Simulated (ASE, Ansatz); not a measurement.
## Forces and charges in generalised stacking fault on (110) of a LiCl-LiBr solid solution (56 atoms)

What does DFT give for generalised stacking fault on (110) of a LiCl-LiBr solid solution (56 atoms) as built?

Method: Kohn-Sham DFT, PBE, PAW (set soft_2), plane waves, in Ansatz 0.2.0.

## (1) Set-up

The cell holds 56 atoms: 28 Li, 10 Br and 18 Cl. Cell: a = 7.448 Å, b = 5.266 Å, c = 26.357 Å, α = 90.0°, β = 85.3°, γ = 90.0°. It derives from LiCl and LiBr. Rock-salt LiCl lattice (a = 5.2663 Å, the value set for the mixture), cell with z along [110], 2 x 1 x 7 periods; the third cell vector is tilted by 0.583 of 1/2[1-10] and lengthened by 0.2 Å, so the cell holds one fault; displaced by a Gaussian of 0.01 Å; 10 of 28 Cl sites given to Br at random (lattice constant by Vegard's rule between LiCl and LiBr).

What the set-up can't give: The cell is under 6 Å thick along one periodic direction, so every atom has periodic images of itself close by, which move with it and show among its neighbours and in g(r). The host structure and its lattice constant were typed by rule, without a check against the phase diagram.

## (2) Plane-wave single point

One self-consistent run at the given positions yields energy and forces.

Input file input.yaml:

```yaml
crystal:
  lattice:
    - [7.44767, 0.0, 0.0]
    - [0.0, 5.2663, 0.0]
    - [2.17226, 0.0, 26.26686]
  atoms:
    - { symbol: Li, position: [0.71246, 0.00218, 0.992] }
    - { symbol: Br, position: [0.7292, 0.0014, 0.07085] }
    - { symbol: Li, position: [0.9591, 0.99891, 0.14148] }
    - { symbol: Cl, position: [0.68694, 0.00223, 0.21221] }
    - { symbol: Li, position: [0.91834, 0.00101, 0.28303] }
    - { symbol: Cl, position: [0.64591, 0.00063, 0.35393] }
    - { symbol: Li, position: [0.87462, 0.00064, 0.42515] }
    - { symbol: Cl, position: [0.60524, 0.00185, 0.49638] }
    - { symbol: Li, position: [0.8367, 0.00041, 0.56668] }
    - { symbol: Cl, position: [0.56513, 0.00094, 0.63754] }
    - { symbol: Li, position: [0.7947, 0.00077, 0.70841] }
    - { symbol: Cl, position: [0.52282, 0.99799, 0.77951] }
    - { symbol: Li, position: [0.75138, 0.9998, 0.85007] }
    - { symbol: Cl, position: [0.48138, 0.00101, 0.92026] }
    - { symbol: Li, position: [0.21226, 0.00418, 0.99257] }
    - { symbol: Br, position: [0.23029, 0.00428, 0.07067] }
    - { symbol: Li, position: [0.45769, 0.00107, 0.14098] }
    - { symbol: Cl, position: [0.18635, 0.00244, 0.2126] }
    - { symbol: Li, position: [0.41659, 0.00086, 0.28323] }
    - { symbol: Br, position: [0.14575, 0.99656, 0.35332] }
    - { symbol: Li, position: [0.37475, 0.00205, 0.42486] }
    - { symbol: Cl, position: [0.107, 0.99816, 0.49573] }
    - { symbol: Li, position: [0.33508, 0.00032, 0.5666] }
    - { symbol: Cl, position: [0.06617, 0.00087, 0.63782] }
    - { symbol: Li, position: [0.29464, 0.99943, 0.70851] }
    - { symbol: Cl, position: [0.02283, 0.99911, 0.77891] }
    - { symbol: Li, position: [0.2479, 0.99848, 0.84995] }
    - { symbol: Cl, position: [0.98103, 0.99613, 0.92143] }
    - { symbol: Li, position: [0.23229, 0.5052, 0.07052] }
    - { symbol: Cl, position: [0.9617, 0.4995, 0.14101] }
    - { symbol: Li, position: [0.18853, 0.5011, 0.2122] }
    - { symbol: Cl, position: [0.91743, 0.50118, 0.28328] }
    - { symbol: Li, position: [0.14549, 0.49792, 0.35374] }
    - { symbol: Br, position: [0.87335, 0.49807, 0.42484] }
    - { symbol: Li, position: [0.10736, 0.49838, 0.49532] }
    - { symbol: Cl, position: [0.83442, 0.49676, 0.56652] }
    - { symbol: Li, position: [0.06727, 0.49957, 0.63784] }
    - { symbol: Cl, position: [0.79202, 0.50368, 0.70815] }
    - { symbol: Li, position: [0.02279, 0.50033, 0.77933] }
    - { symbol: Cl, position: [0.75288, 0.49983, 0.85063] }
    - { symbol: Li, position: [0.9797, 0.50126, 0.92124] }
    - { symbol: Cl, position: [0.7123, 0.50093, 0.99157] }
    - { symbol: Li, position: [0.73049, 0.50282, 0.07082] }
    - { symbol: Br, position: [0.45783, 0.50002, 0.14193] }
    - { symbol: Li, position: [0.68812, 0.49862, 0.21185] }
    - { symbol: Br, position: [0.4177, 0.50284, 0.28276] }
    - { symbol: Li, position: [0.64789, 0.49897, 0.3542] }
    - { symbol: Br, position: [0.37422, 0.50279, 0.42484] }
    - { symbol: Li, position: [0.60602, 0.49823, 0.49621] }
    - { symbol: Cl, position: [0.33335, 0.49874, 0.56729] }
    - { symbol: Li, position: [0.564, 0.49871, 0.6377] }
    - { symbol: Br, position: [0.29318, 0.49958, 0.70849] }
    - { symbol: Li, position: [0.52251, 0.50001, 0.77954] }
    - { symbol: Br, position: [0.2498, 0.50152, 0.85002] }
    - { symbol: Li, position: [0.48032, 0.49745, 0.92088] }
    - { symbol: Br, position: [0.20972, 0.50399, 0.99235] }
kpoints:
  mp_grid: { grid: [2, 3, 1] }
hamiltonian:
  xc: pbe
scf:
  occupations: { method: gaussian, width: 0.025 }
output:
  forces: true
  stress: true
  populations: true
  dos:
    method: { smearing: { sigma: 0.08 } }
    de: 0.1
    projected: { site_lists: { Br: [Br], Cl: [Cl], Li: [Li] } }
  eigenvalues: true
  write_density: true
  write_potential: true
  volumetric_format: npy
```

On the command line:

```console
ansatz run input.yaml --threads 8 --pin off --max-ram 15872MiB --backend cpu --events-out ev --progress --plain --runs-dir out
```

Numbers of over 12 decimals in the logs are rounded to 6 here.

What it wrote:

```text
Engine: ansatz 0.2.0, aarch64-unknown-linux-gnu
Pseudopotentials: kind: paw
Pseudopotential: Li, paw, valence charge 3, recommended cutoff 420 eV (normal), Li.paw.azcp
Pseudopotential: Br, paw, valence charge 7, recommended cutoff 420 eV (normal), Br.paw.azcp
Pseudopotential: Cl, paw, valence charge 7, recommended cutoff 420 eV (normal), Cl.paw.azcp
[... 5 lines on functional and potentials left out ...]
Crystal: 56 atoms, lattice volume = 1030.230 Å³
Basis set: ecut = 420 eV, 20197 PW (Γ), exchange–correlation on 100×72×360 points (8 copies of the dense FFT grid, shifted against one another)
Bands: 196, of which v1, the nominal top of the filled ones, is band 140 counted from 1 (139 counted from 0)
Symmetry: 1 space group operations
Space group: P1 (ITA 1), of the structure as read, at distance tolerance 1.0e-4 Å
k-points: 4 of 6 (time reversal used)
[... 7 lines on functional and potentials left out ...]
Initial density: superposition of atomic densities (neutral atoms: chi_scale 0, normalization atom), corrected by the library's trained network
Initial wavefunctions: pseudopotential atomic-orbital guess
Functional: x = pbe(κ = 0.804, μ = 0.219515), c = pbe(β = 0.066725)
SCF iter   1: F=—  HF=-53088.128795 eV  |F-HF|=—  |Δ(HF+E_count)|=         —  Δρ=3.82e-4  dr2=7.43e-3  ethr=1.77e-3  ⟨swp⟩=8.5  Hψ=3799  notcnv=0  defer=129
preconditioner: auto → Resta (q_TF=auto, 2.196 Å⁻¹)  ε∞=2.9  [insulator: Δε(μ)=5.272 eV  Ē_g=12.507 eV  σ=0.025 eV  W_gap=1.00  n_scr=186 (ndim 8)  ℏωp=17.3 eV  f_vac=0.002  D(μ)=0.00/eV (n_scr^D=0)  ε∞_Penn≈2.9]
SCF iter   2: F=—  HF=-53088.124495 eV  |F-HF|=—  |Δ(HF+E_count)|=   4.30e-3  Δρ=2.44e-4  dr2=2.71e-3  ethr=2.65e-6  ⟨swp⟩=3.5  Hψ=1718  notcnv=0  defer=181
SCF iter   3: F=—  HF=-53088.123572 eV  |F-HF|=—  |Δ(HF+E_count)|=   9.23e-4  Δρ=1.12e-4  dr2=3.50e-4  ethr=9.68e-7  ⟨swp⟩=2.0  Hψ=953  notcnv=0  defer=181
SCF iter   4: F=—  HF=-53088.123498 eV  |F-HF|=—  |Δ(HF+E_count)|=   7.46e-5  Δρ=5.13e-5  dr2=7.17e-5  ethr=1.25e-7  ⟨swp⟩=2.0  Hψ=808  notcnv=0  defer=181
SCF iter   5: F=—  HF=-53088.122767 eV  |F-HF|=—  |Δ(HF+E_count)|=   7.31e-4  Δρ=1.35e-5  dr2=4.44e-6  ethr=2.56e-8  ⟨swp⟩=2.0  Hψ=1242  notcnv=0  defer=184
SCF iter   6: F=—  HF=-53088.122767 eV  |F-HF|=—  |Δ(HF+E_count)|=   5.95e-8  Δρ=4.30e-6  dr2=3.69e-7  ethr=1.59e-9  ⟨swp⟩=2.0  Hψ=1023  notcnv=0  defer=198
SCF iter   7: F=-53088.122767 eV  HF=-53088.122767 eV  |F-HF|=2.08e-8  |Δ(HF+E_count)|=   7.21e-8  Δρ=1.26e-6  dr2=3.55e-8  ethr=3.57e-11  ⟨swp⟩=30.0  Hψ=8421  notcnv=0
SCF 1 converged in 7 iterations: F = -53088.122767 eV  dr2 = 3.55e-8
  greatest PAW one-centre occupation: 1.000 electrons in one spin orbital (limit 2), on the Li atom at site 14 (counted from 0), in its partial waves of l = 0
SCF converged after 7 iterations
Free energy (F): -53088.122767 eV
Harris-Foulkes:  -53088.122767 eV  (|F-HF|=2.08e-8)
Internal energy: -53088.122767 eV  (E = F + TS)
E sigma→0 (E₀):  -53088.122767 eV
Fermi energy:    4.818653 eV
--- Per-component energies (eV) ---
  E_band       = -2897.677824
  E_kinetic    = 4872.694525
  E_local      = -9217.120224  (includes V_loc(G=0)·N_el)
  E_nonlocal   = 289.169093
  E_hartree    = 2613.988476
  E_xc         = -4899.193959
  E_vxc        = -3652.226120  (∫ρ·V_xc dr)
  E_paw        = -34923.548399  (= ΣΔE_a)
  E_vpaw       = -418.176381  (= ΣTr[D̂ρ^β])
  E_aug_tail   = 0.002043  (compensation charges beyond the density's cutoff)
  E_ewald      = -11824.114322
  E_smearing   = -0.000000  (= −TS)
  E_closure    = -0.000000  (closes the sum)
  Σ components = -53088.122767   (vs F -53088.122767, Δ=0.00e0)
--- Forces (eV/Å), atoms counted from 1 ---
  atom   1  Li    -0.26433772    -0.00012119    -2.19282720
  atom   2  Br     0.40081622    -0.01231952     2.06859158
  atom   3  Li     0.00436940     0.00754776     0.18054995
  atom   4  Cl     0.08349513    -0.01450283     0.02073633
  atom   5  Li    -0.14671715    -0.00044453    -0.14431436
  atom   6  Cl     0.02471530     0.00774842    -0.00795371
  atom   7  Li    -0.11911109    -0.01883977     0.11139758
  atom   8  Cl    -0.00400076    -0.02836495     0.02919992
  atom   9  Li    -0.01298826     0.00018357     0.01353446
  atom  10  Cl     0.02706334    -0.01293477    -0.02095990
  atom  11  Li    -0.01279433    -0.00487370    -0.01191344
  atom  12  Cl     0.05877926     0.03284761    -0.00340471
  atom  13  Li    -0.00753561    -0.00187472     0.00726069
  atom  14  Cl     0.06160349     0.01010585     0.15842949
[...]
atom  55  Li     0.23542030     0.00753541     0.07034690
  atom  56  Br    -0.40494068    -0.03365089    -2.34661061
  max |Σ_I F_I| component: 1.57e-4 eV/Å
--- Stress (GPa, compression-positive) ---
        0.700409      -0.003935       0.393130
       -0.003935       0.754673       0.001377
        0.393131       0.001377       2.497510
  P = ⅓ Tr σ = 1.3175 GPa (13.175 kbar)
--- Band table (eV) ---
  k-point 0: bands = ["-42.1321", "-42.1237", "-42.1184", "-42.1164", [... 180 levels ...], "10.9604", "11.1529", "11.2072", "11.2087", "11.2501", "11.2543", "11.3071", "11.3720", "11.4239", "11.4654", "11.4749", "11.5061"]
[...]
--- Löwdin populations: 56 sites ---
  site symbol       q [e]
     0     Li      2.3229
     1     Br      7.5614
     2     Li      2.3400
[...]
55     Br      7.5605
  spilling = 0.006225 (of n_electrons = 280.000000)
```

The job ended after 24 s (8 threads of Arm Neoverse V2, shared host; peak memory 3 GiB; 3 min of CPU time).

The column dr2 measures how far the density is from self-consistency, as an energy; F and HF (Harris–Foulkes) agree once it is small.

The run gave:

```
free energy                                      : -53088.1228 eV
free energy per atom                             : -948.0022 eV/atom
SCF cycles                                       : 7
pressure                                         : 1.318 GPa
r.m.s. force component                           : 0.4546 eV/Å
longest force                                    : 2.414 eV/Å
Fermi energy                                     : 4.819 eV
gap (highest filled to lowest empty level) : 5.346 eV
spilling of the projection                       : 0.006225
```

Neighbours are counted within 3.06 Å (Li-Cl), 3.02 Å (Li-Br).

Length of the force by element and coordination:

| element | coordination | atoms | mean length of the force (eV/Å) | spread | least | most |
| --- | --- | --- | --- | --- | --- | --- |
| Br | all | 10 | 0.747 | 1.02 | 0.0236 | 2.41 |
| Br | 5 | 3 | 2.30 | 0.138 | 2.11 | 2.41 |
| Br | 6 | 7 | 0.0808 | 0.0381 | 0.0236 | 0.152 |
| Cl | all | 18 | 0.141 | 0.293 | 0.0271 | 1.34 |
| Cl | 5 | 1 | 1.34 | 0 | 1.34 | 1.34 |
| Cl | 6 | 17 | 0.071 | 0.0348 | 0.0271 | 0.170 |
| Li | all | 28 | 0.418 | 0.653 | 0.0106 | 2.36 |
| Li | 5 | 4 | 1.92 | 0.558 | 0.960 | 2.36 |
| Li | 6 | 24 | 0.168 | 0.0927 | 0.0106 | 0.277 |

Löwdin charges by element and coordination (they lack the spilled electrons, 0.031 e an atom on average):

| element | coordination | atoms | mean charge (e) | spread | least | most |
| --- | --- | --- | --- | --- | --- | --- |
| Br | all | 10 | -0.549 | 0.0091 | -0.565 | -0.539 |
| Br | 5 | 3 | -0.562 | 0.002 | -0.565 | -0.560 |
| Br | 6 | 7 | -0.543 | 0.0019 | -0.546 | -0.539 |
| Cl | all | 18 | -0.629 | 0.0041 | -0.644 | -0.625 |
| Cl | 5 | 1 | -0.644 | 0 | -0.644 | -0.644 |
| Cl | 6 | 17 | -0.628 | 0.0018 | -0.632 | -0.625 |
| Li | all | 28 | 0.663 | 0.0141 | 0.628 | 0.686 |
| Li | 5 | 4 | 0.661 | 0.0119 | 0.644 | 0.677 |
| Li | 6 | 24 | 0.663 | 0.0144 | 0.628 | 0.686 |

States in the cell by windows of 1 eV, zero at the Fermi level; the larger projections on atomic orbitals stand beside the total:

| from (eV) | to (eV) | total | Cl p | Br p | Li s |
| --- | --- | --- | --- | --- | --- |
| -10 | -7 | 0.0 | 0.0 | 0.0 | 0.0 |
| -7 | -6 | 0.2 | 0.1 | 0.1 | 0.0 |
| -6 | -5 | 46.5 | 26.8 | 15.3 | 3.6 |
| -5 | -4 | 53.7 | 37.1 | 14.1 | 1.4 |
| -4 | -3 | 63.8 | 38.5 | 24.4 | 0.2 |
| -3 | -2 | 3.9 | 0.7 | 3.1 | 0.0 |
| -2 | 2 | 0.0 | 0.0 | 0.0 | 0.0 |
| 2 | 3 | 0.4 | 0.0 | 0.0 | 0.2 |
| 3 | 4 | 13.1 | 0.4 | 0.3 | 4.6 |
| 4 | 5 | 34.9 | 0.8 | 0.5 | 12.6 |

The curve was stored every 0.10 eV, coarse against its broadening of 0.08 eV, so these counts are rough.

Between -26 and -10 eV lie 56 more states.

About 56 of the 280 electrons lie in deeper levels, below the stored range.

The levels nearest the highest filled one (over half full), pooled over k-points and spins:

| level less the highest filled one (eV) | occupation |
| --- | --- |
| -0.222 | 2 |
| -0.215 | 2 |
| -0.193 | 2 |
| -0.156 | 2 |
| -0.150 | 2 |
| 0 | 2 |
| 5.35 | 0 |
| 5.75 | 0 |
| 5.82 | 0 |
| 5.92 | 0 |
| 6.12 | 0 |
| 6.14 | 0 |

Electrostatic potential energy in the ca plane at fractional y = 0.000, with atoms of Li and Br and Cl within 0.2 Å of it. With pseudopotentials it is smooth inside the atoms' cores, unlike the true potential.

Ten even steps from '0' (-54 eV) to '9' (8 eV), each cell a mean:
```
99999999852479999986458999999877899999999999
99999999864589999986337999999744699999987679
99998789988899999997558999999743689999974358
89962148999999888999889999999865799999985358
68830005999998434799999987799988999999997679
47830004899996201599999852369999998668999999
58861016999996201489999730038999995214899999
89997678999998533799999831038999984001699999
99999999988999988999999974469999995212799999
99999999865689999998889998899999998656899999
99999999842489999986458999999877899999999999
99999999864589999986337999999744699999987689
99998789988899999997557999999743689999975358
89962148999999888999889999999865799999985358
68830005999998534799999976689988999999997679
47830004899996201599999720048999998668999999
58861016999997201489999600017999995214899999
89997678999998533699999710017999984001699999
99999999988899988999999852158999995212799999
99999999865689999998789998889999998656899999
```
Columns run along c (16.0 Å, from fractional 0.00 to 0.61 of the cell; values clipped at the 3rd and 97th percentile), rows up along a (7.4 Å). Atoms in or near the plane, at fractional coordinates: Br at (0.07, 0.73), Li at (0.14, 0.96), Cl at (0.21, 0.69), Li at (0.28, 0.92), Cl at (0.35, 0.65), Li at (0.43, 0.87), Cl at (0.50, 0.61), Li at (0.57, 0.84), Br at (0.07, 0.23), Li at (0.14, 0.46), Cl at (0.21, 0.19), Li at (0.28, 0.42), Br at (0.35, 0.15), Li at (0.42, 0.37) and more.

Valence density in the ca plane at fractional y = 0.000, with atoms of Li and Br and Cl within 0.2 Å of it. It is the smooth field of the valence electrons, not physical close to the nuclei.

Ten steps, logarithmic in the rise over the least value, from '0' (0.0 e/Å³) to '9' (7.4 e/Å³), each cell a mean:
```
11321123332100124565420013566653101356466410
04884011111144212333210002355542000246665310
04995000000389600111015631123321000134554210
12663011100389600000038970001101574112222112
21011123321145201111027960000001798200000158
31001345543100013333212420111101687100000179
42002466664200135665310001344321132112211047
42002465465310246666521013566542000234442101
42002466665210246526531013666653101356664210
21001346654200135666531013663663101366566310
11321123432100124565420013566653101356466410
04884011111144112333210002355542001246665310
05995000000389500111015631123321000134554200
12663011100389600000038970001100564112222112
21111133321145301111027960000001797200000058
42001355543100013343212421111101697100000169
42102466664200135665320001344321242112211047
42102465465200146666521013566542000134443101
42002466665200246526531014666653101246665310
21001346654200135666531014663663101356566410
```
Columns run along c (16.0 Å, from fractional 0.39 to 1.00 of the cell), rows up along a (7.4 Å). Atoms in or near the plane, at fractional coordinates: Li at (0.99, 0.71), Li at (0.43, 0.87), Cl at (0.50, 0.61), Li at (0.57, 0.84), Cl at (0.64, 0.57), Li at (0.71, 0.79), Cl at (0.78, 0.52), Li at (0.85, 0.75), Cl at (0.92, 0.48), Li at (0.99, 0.21), Li at (0.42, 0.37), Cl at (0.50, 0.11), Li at (0.57, 0.34), Cl at (0.64, 0.07) and more.

Mean Löwdin charges: Br -0.55, Cl -0.63, Li +0.66 e (they miss 0.62 % of the electrons, so they add up to more than the cell's charge).

(Part 1 of 2 ends here.)

[Logs are printed without paths, hosts, clocks, repeated set-up lines and the standing remarks that a program may print on its own settings, such as how far it seeks lower states.]

[Hosts, paths, dates, database ids (printed as entryN), source tags and the programs' standing remarks are cut or masked in the printed files.]
